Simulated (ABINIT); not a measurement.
## Beyond one shot: Ba2TaBiO6 (R-3)

Aim: iterate the self-energy on Ba2TaBiO6 (R-3) and follow the gap from cycle to cycle.

Main program and level: ABINIT 10.8.3; LDA and many-body steps on it, plane waves.

Report form: the programs' logs are mostly left out.

## (1) The structure

The structure is trigonal, space group R-3 (No. 148). Conventional cell: a = 6.151 Å, b = 6.151 Å, c = 14.869 Å, α = 90.00°, β = 90.00°, γ = 120.00°. Nearest to Ba lie 12 O at 2.76 to 3.40 Å. Nearest to Ta lie 6 O at 2.01 Å. Nearest to Bi lie 6 O at 2.36 Å. O has 1 Ta at 2.01 Å and 1 Bi at 2.36 Å and 4 Ba at 2.76 to 3.40 Å nearest. Farther neighbours and most contacts between anions are not listed.

The cell and positions are those that the Materials Project relaxed with its own functionals (PBE, PBE+U or r2SCAN), kept fixed. Spin-orbit coupling is left out unless a step names it.

## (2) Empty states on the mesh, 2×2×2 mesh, 274 bands

This step: ABINIT 10.8.3; DFT, LDA, plane waves, norm-conserving pseudopotentials.

The sums over transitions need many empty states on a uniform mesh; this step solves for them.

run.abi reads:

```
acell 3*1.0 Angstrom
rprim 
  3.075626834241 1.775713980676 4.956223105800
  -3.075626834241 1.775713980676 4.956223105800
  0.000000000000 -3.551427961352 4.956223105800
ntypat 4
znucl 56 73 83 8
natom 10
typat 1 1 2 3 4 4 4 4 4 4
xred 
  0.748816000000 0.748816000000 0.748816000000
  0.251184000000 0.251184000000 0.251184000000
  0.500000000000 0.500000000000 0.500000000000
  0.000000000000 0.000000000000 0.000000000000
  0.725510000000 0.218856000000 0.322035000000
  0.218856000000 0.322035000000 0.725510000000
  0.322035000000 0.725510000000 0.218856000000
  0.274490000000 0.781144000000 0.677965000000
  0.677965000000 0.274490000000 0.781144000000
  0.781144000000 0.677965000000 0.274490000000
pp_dirpath "pseudos"
pseudos "Ba.upf, Ta.upf, Bi.upf, O.upf"
ecut 62
ngkpt 2 2 2
nshiftk 1
shiftk 0 0 0
kptopt 1
chksymbreak 0
iscf -2
irdden 1
istwfk *1
nband 274
nbdbuf 24
tolwfr 1e-09
nstep 60
prtvol 0
indata_prefix "in"
outdata_prefix "out"
tmpdata_prefix "tmp"
```

Started as:

```console
$ OMP_NUM_THREADS=1 mpirun -n 4 abinit run.abi > log
```

Elapsed: 8.4 min, on 4 MPI ranks of Arm Neoverse V1, shared host; peak memory 1.2 GiB.

This step gave:

```yaml
gap: 2.549 eV
k_of_the_valence_top: 0.5, 0.5, 0.5
k_of_the_conduction_bottom: 0.5, 0, 0
least_direct_gap: 2.577 eV
k_points_computed: 4
lowest_point_of_the_top_converged_band_above_the_valence_top: 57.0432 eV
```

On this mesh the gap is 2.549 eV.

The density comes from a self-consistent run that is not shown.

## (3) Screening, 2×2×2 mesh, 250 bands, screening to 130.6 eV

The RPA dielectric matrix is built and inverted for each q.

This step: RPA screening on LDA, plane waves, norm-conserving pseudopotentials.

Edit run.abi of step 2 so:

```diff
@@ -28,10 +28,11 @@
 chksymbreak 0
-iscf -2
-irdden 1
 istwfk *1
-nband 274
-nbdbuf 24
-tolwfr 1e-09
-nstep 60
-prtvol 0
+occopt 1
+irdwfk 1
+optdriver 3
+nband 250
+ecuteps 4.8
+inclvkb 2
+awtr 1
+symchi 1
 indata_prefix "in"
```

Elapsed: 8.4 min, on 4 MPI ranks; peak memory 6.9 GiB; 34 min of CPU time.

This step gave:

```yaml
eps_infinity_with_local_fields_on_this_mesh_along_the_program_s_q_direction: 6.609
the_same_without_local_fields: 7.214
plasma_frequency: 30.00 eV
plane_waves_in_the_screening_matrix: 537
```

Local fields lower ε∞ by 8 %. On a Γ-centred mesh this coarse the value itself is usually too large, while a short band sum pulls it down.

## (4) G0W0

The self-energy is evaluated for the states that the input lists, and the levels follow from it, in one-shot runs by the linearised quasiparticle equation.

This step: G0W0 on LDA, plane waves, norm-conserving pseudopotentials.

Edit run.abi of step 3 so:

```diff
@@ -31,8 +31,19 @@
 irdwfk 1
-optdriver 3
+optdriver 4
 nband 250
+gwcalctyp 0
+ecutsigx 62
+symsigma 1
+nkptgw 3
+kptgw 
+  0.5000000000 0.5000000000 0.5000000000
+  0.5000000000 0.0000000000 0.0000000000
+  0.0000000000 0.0000000000 0.0000000000
+bdgw 
+  52 56
+  52 55
+  51 55
 ecuteps 4.8
-inclvkb 2
-awtr 1
-symchi 1
+irdscr 1
+ppmodel 1
 indata_prefix "in"
```

Wall time 84 s (4 MPI ranks); peak memory 3.9 GiB.

Numbers from this step:

```
G0W0 gap on the points computed              : 3.346 eV
starting gap on the mesh                     : 2.549 eV
k of the valence top                         : 0.5, 0.5, 0.5
k of the conduction bottom                   : 0.5, 0, 0
Z at the valence top                         : 0.79
Z at the conduction bottom                   : 0.828
least direct G0W0 gap on the computed points : 3.379 eV
```

The gap on the mesh goes from 2.55 eV to 3.35 eV, a correction of +0.80 eV.

## (5) evGW0, cycle 1

This step: evGW0 on LDA, plane waves, norm-conserving pseudopotentials.

Edit run.abi of step 4 so:

```diff
@@ -33,14 +33,16 @@
 nband 250
-gwcalctyp 0
+gwcalctyp 10
 ecutsigx 62
 symsigma 1
-nkptgw 3
+nkptgw 4
 kptgw 
+  0.0000000000 0.0000000000 0.0000000000
+  0.5000000000 0.0000000000 0.0000000000
+  0.5000000000 0.5000000000 0.0000000000
   0.5000000000 0.5000000000 0.5000000000
-  0.5000000000 0.0000000000 0.0000000000
-  0.0000000000 0.0000000000 0.0000000000
 bdgw 
-  52 56
-  52 55
-  51 55
+  36 61
+  36 61
+  36 61
+  36 61
 ecuteps 4.8
```

It took 11 min on 4 MPI ranks; peak memory 7.4 GiB.

This step gave:

```yaml
quasiparticle_gap_on_the_mesh: 3.492 eV
gap_of_the_density_functional_on_the_mesh: 2.549 eV
k_of_the_valence_top: 0.5, 0.5, 0.5
k_of_the_conduction_bottom: 0.5, 0, 0
z_at_the_valence_top: 0.79
z_at_the_conduction_bottom: 0.828
least_direct_quasiparticle_gap_on_the_computed_points: 3.527 eV
```

Against G0W0 in ABINIT (2×2×2 mesh, 250 bands, screening to 130.6 eV, Godby-Needs plasmon pole), the gap moves by +0.146 eV. This first cycle still uses the starting levels; it takes the full correction, at all points of the mesh, and its linearised value is 3.346 eV.

## (6) evGW0, cycle 2

The corrected levels of the last cycle go back in.

Edit run.abi of step 5 so:

```diff
@@ -50,2 +50,3 @@
 ppmodel 1
+irdqps 1
 indata_prefix "in"
```

It took 11 min on 4 MPI ranks; peak memory 7.5 GiB.

This step gave:

```yaml
quasiparticle_gap_on_the_mesh: 3.437 eV
gap_of_the_density_functional_on_the_mesh: 2.549 eV
k_of_the_valence_top: 0.5, 0.5, 0.5
k_of_the_conduction_bottom: 0.5, 0, 0
least_direct_quasiparticle_gap_on_the_computed_points: 3.471 eV
```

Against the cycle before, the gap moves by −0.055 eV.

## (7) evGW0, cycle 3

run.abi is that of step 6.

The job ended after 11 min (4 MPI ranks; peak memory 7.5 GiB; 44 min of CPU time).

Numbers from this step:

```yaml
quasiparticle_gap_on_the_mesh: 3.436 eV
gap_of_the_density_functional_on_the_mesh: 2.549 eV
k_of_the_valence_top: 0.5, 0.5, 0.5
k_of_the_conduction_bottom: 0.5, 0, 0
least_direct_quasiparticle_gap_on_the_computed_points: 3.470 eV
```

Against the cycle before, the gap moves by −0.001 eV.

## (8) Screening, 2×2×2 mesh, 250 bands, screening to 130.6 eV

This step: RPA screening on LDA, plane waves, norm-conserving pseudopotentials.

Edit run.abi of step 7 so:

```diff
@@ -31,22 +31,13 @@
 irdwfk 1
-optdriver 4
+optdriver 3
 nband 250
+ecuteps 4.8
+inclvkb 2
+awtr 1
+symchi 1
 gwcalctyp 10
-ecutsigx 62
-symsigma 1
-nkptgw 4
-kptgw 
-  0.0000000000 0.0000000000 0.0000000000
-  0.5000000000 0.0000000000 0.0000000000
-  0.5000000000 0.5000000000 0.0000000000
-  0.5000000000 0.5000000000 0.5000000000
-bdgw 
-  36 61
-  36 61
-  36 61
-  36 61
-ecuteps 4.8
-irdscr 1
-ppmodel 1
-irdqps 1
+mbpt_sciss 0.996 eV
+nqptdm 1
+qptdm 
+  0 0 0
 indata_prefix "in"
```

Run time: 6.3 min. Hardware: 4 MPI ranks; peak memory 7 GiB.

This step gave:

```
ε∞ with local fields, on this mesh, along the program's q direction : 5.759
the same without local fields                                       : 6.245
plasma frequency                                                    : 30.00 eV
plane waves in the screening matrix                                 : 537
```

This screening uses the functional's bands under a rigid shift, the mean opening of the cycle before.

## (9) Screening, 2×2×2 mesh, 250 bands, screening to 130.6 eV

This step: RPA screening on LDA from quasiparticle energies, plane waves, norm-conserving pseudopotentials.

Edit run.abi of step 8 so:

```diff
@@ -37,7 +37,9 @@
 symchi 1
+irdqps 1
 gwcalctyp 10
-mbpt_sciss 0.996 eV
-nqptdm 1
+nqptdm 3
 qptdm 
-  0 0 0
+  0.5000000000 0.0000000000 0.0000000000
+  0.5000000000 0.5000000000 0.0000000000
+  0.5000000000 0.5000000000 0.5000000000
 indata_prefix "in"
```

mrgscr.stdin reads:

```
2
merged
q0_SCR
out_SCR
1
```

Started as:

```console
$ OMP_NUM_THREADS=1 mpirun -n 4 abinit run.abi > log; mrgscr < mrgscr.stdin
```

Elapsed: 2.6 min, on 4 MPI ranks; peak memory 5 GiB.

Numbers from this step:

```yaml
plasma_frequency: 30.00 eV
plane_waves_in_the_screening_matrix: 537
```

This screening reads the quasiparticle levels of the cycle before.

## (10) evGW, cycle 1

This step: evGW on LDA, plane waves, norm-conserving pseudopotentials.

Edit run.abi of step 9 so:

```diff
@@ -31,12 +31,10 @@
 irdwfk 1
-optdriver 3
+optdriver 4
 nband 250
-ecuteps 4.8
-inclvkb 2
-awtr 1
-symchi 1
-irdqps 1
 gwcalctyp 10
-nqptdm 3
-qptdm 
+ecutsigx 62
+symsigma 1
+nkptgw 4
+kptgw 
+  0.0000000000 0.0000000000 0.0000000000
   0.5000000000 0.0000000000 0.0000000000
@@ -44,2 +42,11 @@
   0.5000000000 0.5000000000 0.5000000000
+bdgw 
+  36 61
+  36 61
+  36 61
+  36 61
+ecuteps 4.8
+irdscr 1
+ppmodel 1
+irdqps 1
 indata_prefix "in"
```

Started as:

```console
$ OMP_NUM_THREADS=1 mpirun -n 4 abinit run.abi > log
```

The job ended after 11 min (4 MPI ranks; peak memory 7.5 GiB; 45 min of CPU time).

Numbers from this step:

- quasiparticle gap on the mesh: 3.617 eV
- gap of the density functional on the mesh: 2.549 eV
- k of the valence top: 0.5, 0.5, 0.5
- k of the conduction bottom: 0.5, 0, 0
- least direct quasiparticle gap on the computed points: 3.651 eV

Against G0W0 in ABINIT (2×2×2 mesh, 250 bands, screening to 130.6 eV, Godby-Needs plasmon pole), the gap moves by +0.271 eV.

## (11) Screening, 2×2×2 mesh, 250 bands, screening to 130.6 eV

This step: RPA screening on LDA, plane waves, norm-conserving pseudopotentials.

Edit run.abi of step 10 so:

```diff
@@ -31,22 +31,13 @@
 irdwfk 1
-optdriver 4
+optdriver 3
 nband 250
+ecuteps 4.8
+inclvkb 2
+awtr 1
+symchi 1
 gwcalctyp 10
-ecutsigx 62
-symsigma 1
-nkptgw 4
-kptgw 
-  0.0000000000 0.0000000000 0.0000000000
-  0.5000000000 0.0000000000 0.0000000000
-  0.5000000000 0.5000000000 0.0000000000
-  0.5000000000 0.5000000000 0.5000000000
-bdgw 
-  36 61
-  36 61
-  36 61
-  36 61
-ecuteps 4.8
-irdscr 1
-ppmodel 1
-irdqps 1
+mbpt_sciss 1.194 eV
+nqptdm 1
+qptdm 
+  0 0 0
 indata_prefix "in"
```

It took 6.3 min on 4 MPI ranks; peak memory 6.9 GiB.

Numbers from this step:

```
ε∞ with local fields, on this mesh, along the program's q direction : 5.625
the same without local fields                                       : 6.094
plasma frequency                                                    : 30.00 eV
plane waves in the screening matrix                                 : 537
```

This screening uses the functional's bands under a rigid shift, the mean opening of the cycle before.

## (12) Screening, 2×2×2 mesh, 250 bands, screening to 130.6 eV

This step: RPA screening on LDA from quasiparticle energies, plane waves, norm-conserving pseudopotentials.

Edit run.abi of step 11 so:

```diff
@@ -37,7 +37,9 @@
 symchi 1
+irdqps 1
 gwcalctyp 10
-mbpt_sciss 1.194 eV
-nqptdm 1
+nqptdm 3
 qptdm 
-  0 0 0
+  0.5000000000 0.0000000000 0.0000000000
+  0.5000000000 0.5000000000 0.0000000000
+  0.5000000000 0.5000000000 0.5000000000
 indata_prefix "in"
```

mrgscr.stdin is that of step 9.

Started as:

```console
$ OMP_NUM_THREADS=1 mpirun -n 4 abinit run.abi > log; mrgscr < mrgscr.stdin
```

Wall time 2.5 min (4 MPI ranks); peak memory 5 GiB; 10 min of CPU time.

This step gave:

* plasma frequency: 30.00 eV
* plane waves in the screening matrix: 537

This screening reads the quasiparticle levels of the cycle before.

## (13) evGW, cycle 2

This step: evGW on LDA, plane waves, norm-conserving pseudopotentials.

Edit run.abi of step 12 so:

```diff
@@ -31,12 +31,10 @@
 irdwfk 1
-optdriver 3
+optdriver 4
 nband 250
-ecuteps 4.8
-inclvkb 2
-awtr 1
-symchi 1
-irdqps 1
 gwcalctyp 10
-nqptdm 3
-qptdm 
+ecutsigx 62
+symsigma 1
+nkptgw 4
+kptgw 
+  0.0000000000 0.0000000000 0.0000000000
   0.5000000000 0.0000000000 0.0000000000
@@ -44,2 +42,11 @@
   0.5000000000 0.5000000000 0.5000000000
+bdgw 
+  36 61
+  36 61
+  36 61
+  36 61
+ecuteps 4.8
+irdscr 1
+ppmodel 1
+irdqps 1
 indata_prefix "in"
```

Started as:

```console
$ OMP_NUM_THREADS=1 mpirun -n 4 abinit run.abi > log
```

Run time: 11 min. Hardware: 4 MPI ranks; peak memory 7.5 GiB.

Numbers from this step:

| Item | Value |
| --- | --- |
| quasiparticle gap on the mesh | 3.637 eV |
| gap of the density functional on the mesh | 2.549 eV |
| k of the valence top | 0.5, 0.5, 0.5 |
| k of the conduction bottom | 0.5, 0, 0 |
| least direct quasiparticle gap on the computed points | 3.670 eV |

Against the cycle before, the gap moves by +0.020 eV.

## (14) Screening, 2×2×2 mesh, 250 bands, screening to 130.6 eV

This step: RPA screening on LDA, plane waves, norm-conserving pseudopotentials.

Edit run.abi of step 13 so:

```diff
@@ -31,22 +31,13 @@
 irdwfk 1
-optdriver 4
+optdriver 3
 nband 250
+ecuteps 4.8
+inclvkb 2
+awtr 1
+symchi 1
 gwcalctyp 10
-ecutsigx 62
-symsigma 1
-nkptgw 4
-kptgw 
-  0.0000000000 0.0000000000 0.0000000000
-  0.5000000000 0.0000000000 0.0000000000
-  0.5000000000 0.5000000000 0.0000000000
-  0.5000000000 0.5000000000 0.5000000000
-bdgw 
-  36 61
-  36 61
-  36 61
-  36 61
-ecuteps 4.8
-irdscr 1
-ppmodel 1
-irdqps 1
+mbpt_sciss 1.215 eV
+nqptdm 1
+qptdm 
+  0 0 0
 indata_prefix "in"
```

Run time: 6.4 min. Hardware: 4 MPI ranks; peak memory 6.9 GiB.

This step gave:

```
ε∞ with local fields, on this mesh, along the program's q direction : 5.612
the same without local fields                                       : 6.079
plasma frequency                                                    : 30.00 eV
plane waves in the screening matrix                                 : 537
```

This screening uses the functional's bands under a rigid shift, the mean opening of the cycle before.

## (15) Screening, 2×2×2 mesh, 250 bands, screening to 130.6 eV

This step: RPA screening on LDA from quasiparticle energies, plane waves, norm-conserving pseudopotentials.

Edit run.abi of step 14 so:

```diff
@@ -37,7 +37,9 @@
 symchi 1
+irdqps 1
 gwcalctyp 10
-mbpt_sciss 1.215 eV
-nqptdm 1
+nqptdm 3
 qptdm 
-  0 0 0
+  0.5000000000 0.0000000000 0.0000000000
+  0.5000000000 0.5000000000 0.0000000000
+  0.5000000000 0.5000000000 0.5000000000
 indata_prefix "in"
```

mrgscr.stdin is that of step 12.

Started as:

```console
$ OMP_NUM_THREADS=1 mpirun -n 4 abinit run.abi > log; mrgscr < mrgscr.stdin
```

Wall time 2.9 min (4 MPI ranks); peak memory 5 GiB.

This step gave:

```
plasma frequency                    : 30.00 eV
plane waves in the screening matrix : 537
```

This screening reads the quasiparticle levels of the cycle before.

## (16) evGW, cycle 3

This step: evGW on LDA, plane waves, norm-conserving pseudopotentials.

Edit run.abi of step 15 so:

```diff
@@ -31,12 +31,10 @@
 irdwfk 1
-optdriver 3
+optdriver 4
 nband 250
-ecuteps 4.8
-inclvkb 2
-awtr 1
-symchi 1
-irdqps 1
 gwcalctyp 10
-nqptdm 3
-qptdm 
+ecutsigx 62
+symsigma 1
+nkptgw 4
+kptgw 
+  0.0000000000 0.0000000000 0.0000000000
   0.5000000000 0.0000000000 0.0000000000
@@ -44,2 +42,11 @@
   0.5000000000 0.5000000000 0.5000000000
+bdgw 
+  36 61
+  36 61
+  36 61
+  36 61
+ecuteps 4.8
+irdscr 1
+ppmodel 1
+irdqps 1
 indata_prefix "in"
```

Started as:

```console
$ OMP_NUM_THREADS=1 mpirun -n 4 abinit run.abi > log
```

The job ended after 11 min (4 MPI ranks; peak memory 7.5 GiB).

This step gave:

```yaml
quasiparticle_gap_on_the_mesh: 3.638 eV
gap_of_the_density_functional_on_the_mesh: 2.549 eV
k_of_the_valence_top: 0.5, 0.5, 0.5
k_of_the_conduction_bottom: 0.5, 0, 0
least_direct_quasiparticle_gap_on_the_computed_points: 3.671 eV
```

Against the cycle before, the gap moves by +0.001 eV.

## (17) Side by side

Times are wall times on 4 MPI ranks of Arm Neoverse V1, shared host, good to a factor of about two. A run's time includes the screening step that it read.

```tsv
run	mesh	bands	screening cutoff (eV)	DFT gap (eV)	gap on the mesh (eV)	direct (eV)	ε∞ used	time
G0W0	2×2×2	250	130.6	2.549	3.346	3.379	6.61	9.8 min
evGW0, cycle 1	2×2×2	250	130.6	2.549	3.492	3.527	6.61	19 min
evGW0, cycle 2	2×2×2	250	130.6	2.549	3.437	3.471	6.61	19 min
evGW0, cycle 3	2×2×2	250	130.6	2.549	3.436	3.470	6.61	20 min
evGW, cycle 1	2×2×2	250	130.6	2.549	3.617	3.651	5.76	20 min
evGW, cycle 2	2×2×2	250	130.6	2.549	3.637	3.670	5.63	20 min
evGW, cycle 3	2×2×2	250	130.6	2.549	3.638	3.671	5.61	21 min
```

## (18) What came out

* G0W0: 3.346 eV
* evGW0, cycle 1: 3.492 eV
* evGW0, cycle 2: 3.437 eV
* evGW0, cycle 3: 3.436 eV
* evGW, cycle 1: 3.617 eV
* evGW, cycle 2: 3.637 eV
* evGW, cycle 3: 3.638 eV
* known limits: not at the basis limit; no spin-orbit coupling; coarse k mesh

Only the bands that the input lists are updated; the others, empty or deep, keep the functional's energies or take a rigid shift. The evGW loop starts from the last levels of evGW0, so its cycles and time come on top of those. evGW0 ends at 3.44 eV, +0.09 eV from G0W0, after 3 cycles that took 33 min beside the first screening; the last moved the gap by 0.001 eV. evGW ends at 3.64 eV, +0.29 eV from G0W0, after 3 cycles that took 61 min beside the first screening; the last moved the gap by 0.001 eV. The first cycle of evGW0 takes the full correction, without the factor Z, so it overshoots the one-shot value. Bands and cutoff are finite, so the gap is not at the basis limit. The miss can reach some tenths of an eV and take either sign; the mesh is an error of its own. The 2×2×2 mesh is coarse for this cell, which bears on the long-range parts of exchange and screening. Where an edge is built on 6p states of lead, bismuth or thallium, scalar-relativistic gaps usually stand too wide, by a few tenths to over one eV. In the updated screening the q = 0 part is built from Kohn-Sham bands under a rigid shift, the other q from the quasiparticle levels. The many-body steps are scalar-relativistic: spin-orbit coupling is not in them.

[Paths, hosts, dates, memory and timing lines, banners, echoed tables and standing remarks are left out of the program output.]

[Logs are printed without paths, hosts, clocks, repeated set-up lines and the standing remarks that a program may print on its own settings, such as how far it seeks lower states.]

[Runs of the session that timed out or met a known fault of the program may be left out.]

[Hosts, paths, dates, database ids (printed as entryN), source tags and the programs' standing remarks are cut or masked in the printed files.]

[G0W0 gaps are taken among the corrected bands and points alone; a level outside them can change the order at an edge.]

[Where Ansatz stands beside ABINIT at settings called matched, ABINIT's density can come from a denser mesh and the files from another edition; pairs whose starting gaps differed by over 0.03 eV were left out, so agreement reads better than it is.]
